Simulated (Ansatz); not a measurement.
## What Y2SOF2 (built on the sites of a database entry of YSF) distorts into

Aim: this structure of Y2SOF2 (built on the sites of a database entry of YSF) is to be tested for unstable modes, and one is followed downhill.

Method: DFT PBEsol, scalar-relativistic, plane waves, PAW, in Ansatz 0.2.0.

The structure was built from a prototype and need not be the compound's stable phase.

## 1. Set-up

It takes space group P4mm (No. 99, tetragonal). The conventional cell has a = 3.465 Å, b = 3.465 Å, c = 7.101 Å, α = 90.00°, β = 90.00°, γ = 90.00°. Nearest to Y lie 4 F at 2.27 Å and 4 S at 2.70 Å. Y has 4 F at 2.46 Å and 4 O at 2.48 Å and 1 S at 2.74 Å nearest. Nearest to O lie 4 Y at 2.48 Å. Nearest to S lie 5 Y at 2.70 to 2.74 Å. Nearest to F lie 4 Y at 2.27 to 2.46 Å. Farther neighbours and most contacts between anions are not listed.

## 2. The dispersion

The cell comes from relaxations at this level that are not shown. The mesh has a single point along some directions, so zone-edge points there are not solved. Linear response on a 2×2×1 q mesh gives force constants as far as a supercell of that size would, and the tensors from the zone-centre run are typed in so that the long-range dipole term is interpolated apart.

input.yaml

```yaml
crystal:
  lattice:
    - [3.4651963628, 0.0, 0.0]
    - [0.0, 3.4651963628, 0.0]
    - [0.0, 0.0, 7.1008233715]
  atoms:
    - { symbol: "Y", position: [0.0, 0.5, 0.2022743338] }
    - { symbol: "Y", position: [0.5, 0.0, 0.7487887792] }
    - { symbol: O, position: [0.0, 0.5, 0.6950974598] }
    - { symbol: S, position: [0.5, 0.0, 0.3631213668] }
    - { symbol: F, position: [0.0, 0.0, -0.0046409698] }
    - { symbol: F, position: [0.5, 0.5, -0.0046409698] }
kpoints:
  mp_grid: { grid: [8, 8, 4] }
hamiltonian:
  xc: pbesol
scf:
  occupations: { method: fixed }
output:
  eigenvalues: true
phonons:
  method: dfpt
  qmesh: [2, 2, 1]
  temperatures: { t_max: 1000, t_step: 50 }
  qpath:
    path:
      - [[0.0, 0.0, 0.0], [0.0, 0.5, 0.0], [0.5, 0.5, 0.0], [0.0, 0.0, 0.0], [0.0, 0.0, 0.5], [0.0, 0.5, 0.5], [0.5, 0.5, 0.5], [0.0, 0.0, 0.5]]
      - [[0.0, 0.5, 0.0], [0.0, 0.5, 0.5]]
      - [[0.5, 0.5, 0.0], [0.5, 0.5, 0.5]]
    npoints: 10
  non_analytic_term:
    high_frequency_dielectric_tensor: [[5.421, 0.0, 0.0], [0.0, 5.421, 0.0], [0.0, 0.0, 4.3488]]
    born_effective_charges:
      - { species: "Y", tensor: [[3.8837, 0.0, 0.0], [0.0, 3.8837, 0.0], [0.0, 0.0, 3.3588]] }
      - { species: "Y", tensor: [[4.0958, 0.0, 0.0], [0.0, 4.0958, 0.0], [0.0, 0.0, 4.0153]] }
      - { species: O, tensor: [[-3.1732, 0.0, 0.0], [0.0, -3.1732, 0.0], [0.0, 0.0, -1.6871]] }
      - { species: S, tensor: [[-2.2778, 0.0, 0.0], [0.0, -2.2778, 0.0], [0.0, 0.0, -1.4452]] }
      - { species: F, tensor: [[-1.0701, 0.0, 0.0], [0.0, -1.4585, 0.0], [0.0, 0.0, -2.121]] }
      - { species: F, tensor: [[-1.4585, 0.0, 0.0], [0.0, -1.0701, 0.0], [0.0, 0.0, -2.121]] }
    source: "zone-centre run at this cell"
```

The run is started by

```sh
$ ansatz run input.yaml --threads 8 --pin off --max-ram 14336MiB --backend cpu --events-out ev --progress --plain --runs-dir out
```

Numbers of over 12 decimals in the logs are rounded to 6 here.

The log of the run:

```text
Warning: phonons: the dynamical matrix that this run interpolates holds no multipole term above the dipole-dipole one, and a site of this crystal is no centre of inversion, so its interpolated transverse optical and acoustic branches and sound speeds can stay off near Gamma, and the density of states and the thermodynamics with them. What a run solves at a wave vector of phonons.qpoints, Gamma apart, where the deck admits one, is free of this, and under fd what a larger phonons.supercell samples
Engine: ansatz 0.2.0, aarch64-unknown-linux-gnu
Pseudopotentials: kind: paw
Pseudopotential: Y, paw, valence charge 11, recommended cutoff 420 eV (normal), Y.paw.azcp
Pseudopotential: O, paw, valence charge 6, recommended cutoff 420 eV (normal), O.paw.azcp
Pseudopotential: S, paw, valence charge 6, recommended cutoff 420 eV (normal), S.paw.azcp
Pseudopotential: F, paw, valence charge 7, recommended cutoff 420 eV (normal), F.paw.azcp
Functional definition: PBEsol
  exchange = pbesol_x
  correlation = pbesol_c
Crystal: 6 atoms, lattice volume = 85.264 Å³
Basis set: ecut = 420 eV, 1643 PW (Γ), exchange–correlation on 48×48×96 points (8 copies of the dense FFT grid, shifted against one another)
Bands: 30, of which v1, the nominal top of the filled ones, is band 24 counted from 1 (23 counted from 0)
Symmetry: 8 space group operations
k-points: 45 of 256 (time reversal used)
Non-local potential: Y, projectors of the file, l = 0: 3, l = 1: 2, l = 2: 2, l = 3: 1
Non-local potential: O, projectors of the file, l = 0: 2, l = 1: 2, l = 2: 1
Non-local potential: S, projectors of the file, l = 0: 2, l = 1: 2, l = 2: 2
Non-local potential: F, projectors of the file, l = 0: 2, l = 1: 2, l = 2: 1
PAW form: soft (Blöchl's): semilocal exchange-correlation on the pseudo side does not see the compensation charge
PAW frozen core: Y, regenerated for the run's functional, and the local potential with it (the file was generated under x = pbe(κ = 0.804, μ = 0.219515), c = pbe(β = 0.066725))
PAW frozen core: O, regenerated for the run's functional, and the local potential with it (the file was generated under x = pbe(κ = 0.804, μ = 0.219515), c = pbe(β = 0.066725))
PAW frozen core: S, regenerated for the run's functional, and the local potential with it (the file was generated under x = pbe(κ = 0.804, μ = 0.219515), c = pbe(β = 0.066725))
PAW frozen core: F, regenerated for the run's functional, and the local potential with it (the file was generated under x = pbe(κ = 0.804, μ = 0.219515), c = pbe(β = 0.066725))
PAW one-centre angular grid: Y, 590 points (default); XC on 64 Gauss nodes
PAW one-centre angular grid: O, 110 points (default); XC on 64 Gauss nodes
PAW one-centre angular grid: S, 110 points (default); XC on 64 Gauss nodes
PAW one-centre angular grid: F, 110 points (default); XC on 64 Gauss nodes
Initial density: superposition of atomic densities (neutral atoms: chi_scale 0, normalization atom), corrected by the library's trained network
Initial wavefunctions: pseudopotential atomic-orbital guess
Functional: x = pbesol(κ = 0.804, μ = 0.123457), c = pbesol(β = 0.046)
SCF iter   1: F=—  HF=-10648.353211 eV  |F-HF|=—  |Δ(HF+E_count)|=         —  Δρ=1.57e-2  dr2=1.70e-1  ethr=1.77e-3  ⟨swp⟩=5.0  Hψ=5246  notcnv=0  defer=167
preconditioner: auto → none  [insulator: Δε(μ)=1.627 eV  Ē_g=15.981 eV  n_scr=16 (ndim 8)  ℏωp=26.7 eV  f_vac=0.000  ε∞_Penn≈3.8]
SCF iter   2: F=—  HF=-10648.344627 eV  |F-HF|=—  |Δ(HF+E_count)|=   8.58e-3  Δρ=1.32e-2  dr2=1.39e-1  ethr=3.54e-4  ⟨swp⟩=2.2  Hψ=2771  notcnv=0  defer=177
SCF iter   3: F=—  HF=-10648.314136 eV  |F-HF|=—  |Δ(HF+E_count)|=   3.05e-2  Δρ=2.12e-3  dr2=3.00e-3  ethr=2.89e-4  ⟨swp⟩=2.0  Hψ=2010  notcnv=0  defer=174
SCF iter   4: F=—  HF=-10648.314028 eV  |F-HF|=—  |Δ(HF+E_count)|=   1.08e-4  Δρ=9.18e-4  dr2=3.78e-4  ethr=6.24e-6  ⟨swp⟩=2.0  Hψ=2319  notcnv=0  defer=180
SCF iter   5: F=—  HF=-10648.314254 eV  |F-HF|=—  |Δ(HF+E_count)|=   2.26e-4  Δρ=3.42e-4  dr2=8.46e-5  ethr=7.87e-7  ⟨swp⟩=2.7  Hψ=2278  notcnv=0  defer=180
SCF iter   6: F=—  HF=-10648.314267 eV  |F-HF|=—  |Δ(HF+E_count)|=   1.39e-5  Δρ=1.11e-4  dr2=5.59e-6  ethr=1.76e-7  ⟨swp⟩=2.0  Hψ=1826  notcnv=0  defer=65
SCF iter   7: F=—  HF=-10648.314269 eV  |F-HF|=—  |Δ(HF+E_count)|=   1.67e-6  Δρ=3.17e-5  dr2=1.33e-6  ethr=1.16e-8  ⟨swp⟩=2.0  Hψ=2227  notcnv=0  defer=64
SCF iter   8: F=—  HF=-10648.314267 eV  |F-HF|=—  |Δ(HF+E_count)|=   1.76e-6  Δρ=1.07e-5  dr2=3.80e-8  ethr=2.77e-9  ⟨swp⟩=2.0  Hψ=1790  notcnv=0  defer=64
SCF iter   9: F=—  HF=-10648.314267 eV  |F-HF|=—  |Δ(HF+E_count)|=   2.26e-8  Δρ=3.22e-6  dr2=4.60e-9  ethr=7.91e-11  ⟨swp⟩=2.0  Hψ=1906  notcnv=0  defer=64
SCF iter  10: F=—  HF=-10648.314267 eV  |F-HF|=—  |Δ(HF+E_count)|=   1.82e-9  Δρ=3.74e-7  dr2=4.72e-11  ethr=9.59e-12  ⟨swp⟩=2.1  Hψ=1942  notcnv=0  defer=64
SCF iter  11: F=-10648.314267 eV  HF=-10648.314267 eV  |F-HF|=3.64e-12  |Δ(HF+E_count)|=  6.18e-11  Δρ=8.56e-8  dr2=5.15e-12  ethr=1.00e-12  ⟨swp⟩=12.3  Hψ=7345  notcnv=0
SCF 1 converged in 11 iterations: F = -10648.314267 eV  dr2 = 5.15e-12
  greatest PAW one-centre occupation: 0.993 electrons in one spin orbital (limit 2), on the Y atom at site 0 (counted from 0), in its partial waves of l = 0
NSCF: frozen V_eff on 45 k-points
NSCF: frozen V_eff on 75 k-points
DFPT response loops at q = (0, 0, 0) (fractional): preconditioner auto → Resta (q_TF=auto, 2.479 Å⁻¹)  ε∞=5.7 (no band partly filled); β = 1.00, the filter's whole step (`scf.mixing.beta` (0.50) is not read by the response loops at its default; to damp them type it under 1.00, their step now; it binds the ground state too); Broyden in place of MSR1
NSCF: frozen V_eff on 150 k-points
DFPT response loops at q = (0, -0.5, 0) (fractional): mixed as the last ones told, above
NSCF: frozen V_eff on 150 k-points
DFPT response loops at q = (-0.5, -0.5, 0) (fractional): mixed as the last ones told, above
SCF converged after 11 iterations
Free energy (F): -10648.314267 eV
Harris-Foulkes:  -10648.314267 eV  (|F-HF|=3.64e-12)
Internal energy: -10648.314267 eV  (E = F + TS)
E sigma→0 (E₀):  -10648.314267 eV
Fermi energy:    9.481547 eV
--- Per-component energies (eV) ---
  E_band       = -191.150720
  E_kinetic    = 1307.846387
  E_local      = -2894.514927  (includes V_loc(G=0)·N_el)
  E_nonlocal   = 326.216440
  E_hartree    = 1068.418688
  E_xc         = -674.633791
  E_vxc        = -786.667623  (∫ρ·V_xc dr)
  E_paw        = -6670.262122  (= ΣΔE_a)
  E_vpaw       = -280.874790  (= ΣTr[D̂ρ^β])
  E_aug_tail   = 0.006426  (compensation charges beyond the density's cutoff)
  E_ewald      = -3111.871037
  E_core_change = 0.479668  (= ΣΔE_core)
  E_smearing   = -0.000000  (= −TS)
  E_closure    = -0.000000  (closes the sum)
  Σ components = -10648.314267   (vs F -10648.314267, Δ=0.00e0)
--- Band table (eV; the first three rows and the last of 45) ---
  k-point 0: bands = [... 20 lower, 8.5995, 9.3202, 9.3202, 9.4815, 11.3253, 12.9058, 13.5081, 14.6822, ... 2 higher]
  k-point 1: bands = [... 20 lower, 8.6417, 9.2771, 9.2771, 9.2933, 11.4523, 12.7193, 13.5857, 14.6908, ... 2 higher]
  k-point 2: bands = [... 20 lower, 8.6905, 9.1083, 9.2277, 9.2277, 11.6268, 12.4880, 13.6571, 14.6998, ... 2 higher]
  k-point 44: bands = [... 20 lower, 7.8686, 8.3196, 8.3196, 9.0653, 14.4308, 14.4308, 14.6755, 15.2378, ... 2 higher]
--- Phonons (Γ-DFPT): 11 representative perturbations + reference (Σ response iterations 33) ---
  ASR residual: 6.554e-5 → 0.000e0 eV/Å²; symmetrization residual: 3.109e-6 eV/Å²
  ASR residual per site (eV/Å²): 2.76e-5 1.40e-5 3.95e-5 4.57e-5 6.55e-5 6.55e-5
  Γ frequencies (cm⁻¹): -124.43 -124.43 0.00 0.00 0.00 124.39 124.39 204.30 223.04 223.04 254.97 271.68 283.80 283.80 339.38 434.55 434.55 438.99
--- Phonons (arbitrary-q DFPT): 3 irreducible q on the 2×2×1 mesh ---
  q = [0.0000, 0.0000, 0.0000] (star 1, of the zone-centre solve; hermiticity 4.05e-7, symmetrization 1.98e-13): -124.43 -124.43 -0.00 -0.00 0.00 124.39 124.39 204.30 223.04 223.04 254.97 271.68 283.80 283.80 339.38 434.55 434.55 438.99
  q = [0.0000, -0.5000, 0.0000] (star 2, 18 solved perturbations on 75 of 256 k-point pairs; hermiticity 2.57e-7, symmetrization 2.36e-8): -63.43 107.47 147.22 154.66 185.12 222.06 240.39 245.77 250.61 260.22 297.52 305.46 313.72 327.19 365.13 390.95 419.94 429.81
  q = [-0.5000, -0.5000, 0.0000] (star 1, 11 solved perturbations in 705 linear systems a pass and spin channel, the states on 75 of 256 k-point pairs; hermiticity 5.08e-7, symmetrization 1.85e-8): -117.96 -117.96 63.44 112.41 122.79 204.32 204.32 238.23 238.23 248.05 296.22 301.42 320.72 320.72 348.36 348.36 423.73 494.25
  sum rule: each row above includes the acoustic sum rule's correction from the zone centre's row sums; it moved no ω² by more than (0.97 cm⁻¹)²
  mesh force constants: q→R imaginary residual 0.00e0; ASR residual 6.554e-5 → 0.000e0 eV/Å²; symmetrization residual 7.105e-15 eV/Å²
  interpolated dispersion: 94 rows × 18 modes
  density of states and harmonic sums: on the 18×18×9 q-mesh, interpolated from the force constants of a 2×2×1 supercell (with the dipole–dipole term of supplied tensors)
  largest difference from the sums on the solved wave vectors: F 1.90e-1 eV, S 2.80e-4 and C_V 8.96e-5 eV/K
  zero-point energy: 0.274436 eV/cell   skipped modes (ω ≤ 0): 348, of them read as no rigid motion or as one in doubt: 345 (1.205e0 modes/cell left out, lowest -124.43 cm⁻¹)   left out of the sums: 6.70e-2 of the cell's modes: C_V's classical limit lies that fraction below 3 k_B per atom; for a crystal, a wire or a layer, F and S can be off by more, and a phonons.interpolated_qmesh denser along its periods is the remedy for the sampling
```

Run time: 74 s. Hardware: 8 threads of Arm Neoverse V2, shared host; peak memory 0.92 GiB; 9.2 min of CPU time.

This step gave:

```yaml
gap_on_the_k_mesh: 1.844 eV
volume_per_atom: 14.21 Å³
sum_rule_residual_before_enforcement: 6.55e-5 eV/Å²
point_group: 4mm
highest_optical_mode_at_the_zone_centre_no_lo_to_term: 439.0 cm⁻¹
lowest_optical_zone_centre_mode: -124.4 cm⁻¹
lowest_mode_on_the_q_mesh_acoustic_modes_at_gamma_apart: -124.4 cm⁻¹
highest_frequency_at_a_solved_wavevector_no_lo_to_term_at_gamma: 494.2 cm⁻¹
```

Frequencies (cm⁻¹) solved at each irreducible wavevector; negative means imaginary. Frequencies by wavevector, by row:

```
q in reciprocal lattice units  star  mode 1  mode 2  mode 3  mode 4  mode 16  mode 17  mode 18
                        0 0 0     1  -124.4  -124.4       0       0    434.6    434.6      439
                     0 -0.5 0     2   -63.4   107.5   147.2   154.7    390.9    419.9    429.8
                  -0.5 -0.5 0     1    -118    -118    63.4   112.4    348.4    423.7    494.2
```

Symmetry leaves 3 wavevectors to solve. The lowest mode among them, the acoustic zeros apart, lies at Γ and is imaginary, 124.4i cm⁻¹, so the energy falls along it.

## 3. The mode frozen in, largest atomic shift 0 Å

The mode followed lies at q = (-0.5, -0.5, 0) with frequency 118.0i cm⁻¹ and is 2-fold degenerate, one of the unstable modes though not the softest. At small amplitude the distorted cell has space group no. 28 by a symmetry search on the positions. The undistorted cell that holds it gives the zero of energy on the same k mesh.

System of this step: Y2SOF2 (built on the sites of a database entry of YSF). Symmetry: P4mm, No. 99, tetragonal system. Conventional cell: a = 3.465 Å, b = 3.465 Å, c = 7.101 Å, α = 90.00°, β = 90.00°, γ = 90.00°. Nearest to Y lie 4 F at 2.27 Å and 4 S at 2.70 Å. Nearest to Y lie 4 F at 2.46 Å and 4 O at 2.48 Å and 1 S at 2.74 Å. Nearest to O lie 4 Y at 2.48 Å. S has 5 Y at 2.70 to 2.74 Å nearest. F has 4 Y at 2.27 to 2.46 Å nearest. Farther neighbours and most contacts between anions are not listed.

input.yaml

```yaml
crystal:
  lattice:
    - [-3.4651963628, -3.4651963628, 0.0]
    - [-3.4651963628, 3.4651963628, 0.0]
    - [0.0, 0.0, -7.1008233715]
  atoms:
    - { symbol: "Y", position: [0.75, 0.25, 0.7977256662] }
    - { symbol: "Y", position: [0.25, 0.75, 0.7977256662] }
    - { symbol: "Y", position: [0.25, 0.25, 0.2512112208] }
    - { symbol: "Y", position: [0.75, 0.75, 0.2512112208] }
    - { symbol: O, position: [0.25, 0.75, 0.3049025402] }
    - { symbol: O, position: [0.75, 0.25, 0.3049025402] }
    - { symbol: S, position: [0.25, 0.25, 0.6368786332] }
    - { symbol: S, position: [0.75, 0.75, 0.6368786332] }
    - { symbol: F, position: [0.5, 0.5, 0.0046409698] }
    - { symbol: F, position: [1.0, 1.0, 0.0046409698] }
    - { symbol: F, position: [0.0, 0.5, 0.0046409698] }
    - { symbol: F, position: [0.5, 0.0, 0.0046409698] }
kpoints:
  mp_grid: { grid: [6, 6, 4] }
hamiltonian:
  xc: pbesol
scf:
  occupations: { method: gaussian, width: 0.02 }
output:
  forces: true
  stress: true
  eigenvalues: true
```

The log of the run:

```text
[...]
Crystal: 12 atoms, lattice volume = 170.527 Å³
Basis set: ecut = 420 eV, 3331 PW (Γ), exchange–correlation on 72×72×96 points (8 copies of the dense FFT grid, shifted against one another)
Bands: 60, of which v1, the nominal top of the filled ones, is band 48 counted from 1 (47 counted from 0)
Symmetry: 16 space group operations
[...]
k-point 0: bands = [... 44 lower, 8.9850, 9.3200, 9.3200, 9.4815, 11.3253, 12.9058, 13.5081, 14.4821, ... 5 higher]
  k-point 1: bands = [... 44 lower, 9.0247, 9.2770, 9.2770, 9.2933, 11.4523, 12.7194, 13.5857, 14.4557, ... 5 higher]
  k-point 2: bands = [... 44 lower, 9.0653, 9.1083, 9.2275, 9.2275, 11.6268, 12.4880, 13.6571, 14.4308, ... 5 higher]
  k-point 29: bands = [... 44 lower, 8.5396, 8.5396, 9.1823, 9.1823, 13.0206, 13.0206, 14.1706, 14.1706, ... 5 higher]
[key lines of the parts left out:]
SCF converged after 8 iterations
Free energy (F): -21296.628587 eV
Fermi energy:    10.405815 eV
P = ⅓ Tr σ = -0.0011 GPa (-0.011 kbar)
```

Wall time 3.2 s (8 threads); peak memory 0.8 GiB.

This step gave:

```yaml
pressure: -0.001082 GPa
gap_on_the_k_mesh: 1.839 eV
energy_from_the_undistorted_cell: 0 meV/atom
```

At this level the gap is 1.84 eV on the k-mesh of the self-consistent run, which can miss the band edges.

## 4. The mode frozen in, largest atomic shift 0.14 Å

The atoms are moved along the unstable eigenvector, the largest shift by 0.14 Å, with the cell fixed.

input.yaml

```yaml
crystal:
  lattice:
    - [-3.4651963628, -3.4651963628, 0.0]
    - [-3.4651963628, 3.4651963628, 0.0]
    - [0.0, 0.0, -7.1008233715]
  atoms:
    - { symbol: "Y", position: [0.75, 0.2491169241, 0.7977256662] }
    - { symbol: "Y", position: [0.25, 0.7508830759, 0.7977256662] }
    - { symbol: "Y", position: [0.25, 0.2635569742, 0.2512112208] }
    - { symbol: "Y", position: [0.75, 0.7364430258, 0.2512112208] }
    - { symbol: O, position: [0.25, 0.721431648, 0.3049025402] }
    - { symbol: O, position: [0.75, 0.278568352, 0.3049025402] }
    - { symbol: S, position: [0.25, 0.2482261178, 0.6368786332] }
    - { symbol: S, position: [0.75, 0.7517738822, 0.6368786332] }
    - { symbol: F, position: [0.5, 0.5, 0.0005671032] }
    - { symbol: F, position: [1.0, 1.0, 0.0087148364] }
    - { symbol: F, position: [0.0, 0.5, 0.0005671032] }
    - { symbol: F, position: [0.5, 0.0, 0.0087148364] }
kpoints:
  mp_grid: { grid: [6, 6, 4] }
hamiltonian:
  xc: pbesol
scf:
  occupations: { method: gaussian, width: 0.02 }
output:
  forces: true
  stress: true
  eigenvalues: true
```

The log of the run:

```text
[...]
Crystal: 12 atoms, lattice volume = 170.527 Å³
Basis set: ecut = 420 eV, 3331 PW (Γ), exchange–correlation on 72×72×96 points (8 copies of the dense FFT grid, shifted against one another)
Bands: 60, of which v1, the nominal top of the filled ones, is band 48 counted from 1 (47 counted from 0)
Symmetry: 4 space group operations
[...]
k-points: 48 of 144 (time reversal used)
[...]
k-point 0: bands = [... 44 lower, 8.8881, 9.2954, 9.3122, 9.4064, 11.3772, 12.9553, 13.5335, 14.3402, ... 5 higher]
  k-point 1: bands = [... 44 lower, 8.9195, 9.2179, 9.2534, 9.2800, 11.4930, 12.7823, 13.6034, 14.3632, ... 5 higher]
  k-point 2: bands = [... 44 lower, 8.9443, 9.0316, 9.2053, 9.2481, 11.6467, 12.5733, 13.6636, 14.3825, ... 5 higher]
  k-point 47: bands = [... 44 lower, 8.5334, 8.5334, 9.1206, 9.1206, 13.0065, 13.0065, 14.1736, 14.1736, ... 5 higher]
[key lines of the parts left out:]
SCF converged after 8 iterations
Free energy (F): -21296.653582 eV
Fermi energy:    10.394778 eV
P = ⅓ Tr σ = 0.8275 GPa (8.275 kbar)
```

Elapsed: 5.2 s, on 8 threads; peak memory 0.84 GiB.

This step gave:

| Quantity | Value |
| --- | --- |
| pressure | 0.8275 GPa |
| gap on the k-mesh | 1.965 eV |
| energy from the undistorted cell | -2.083 meV/atom |

The energy, extrapolated to zero smearing, is -2.08 meV/atom against the undistorted cell.

The run ends at a pressure of 0.83 GPa, with forces up to 0.17 eV/Å.

## 5. Energy along the mode, all amplitudes (two of the runs are shown above)

An imaginary frequency means negative curvature, so the energy should fall and then rise again as anharmonic terms take over.

Numbers from this step:

```yaml
depth_at_the_lowest_point_sampled: 2.083 meV/atom
largest_atomic_shift_at_that_point: 0.14 Å
```

The energy from the parent by largest atomic shift:

```
largest atomic shift (Å)  energy from the parent (meV/atom)
                   0.000                                  0
                   0.040                             -0.251
                   0.080                              -0.92
                   0.140                              -2.08
                   0.220                             -0.971
                   0.320                               16.2
```

Displacement at unit largest shift by atom:

```
atom   x (Å)   y (Å)   z (Å)   size
  Y1   0.022  -0.022   0.000  0.031
  Y2  -0.022   0.022   0.000  0.031
  Y3  -0.336   0.336   0.000  0.475
  Y4   0.336  -0.336   0.000  0.475
  O5   0.707  -0.707   0.000  1.000
  O6  -0.707   0.707   0.000  1.000
  S7   0.044  -0.044   0.000  0.062
  S8  -0.044   0.044   0.000  0.062
  F9   0.000   0.000   0.207  0.207
 F10   0.000   0.000  -0.207  0.207
 F11   0.000   0.000   0.207  0.207
 F12   0.000   0.000  -0.207  0.207
```

The lowest of the steps tried is at 0.14 Å, 2.08 meV/atom below the parent; the bottom of the well need not coincide with a step.

(Part 1 of 2 ends here.)

[Logs are printed without paths, hosts, clocks, repeated set-up lines and the standing remarks that a program may print on its own settings, such as how far it seeks lower states.]

[Hosts, paths, dates, database ids (printed as entryN), source tags and the programs' standing remarks are cut or masked in the printed files.]
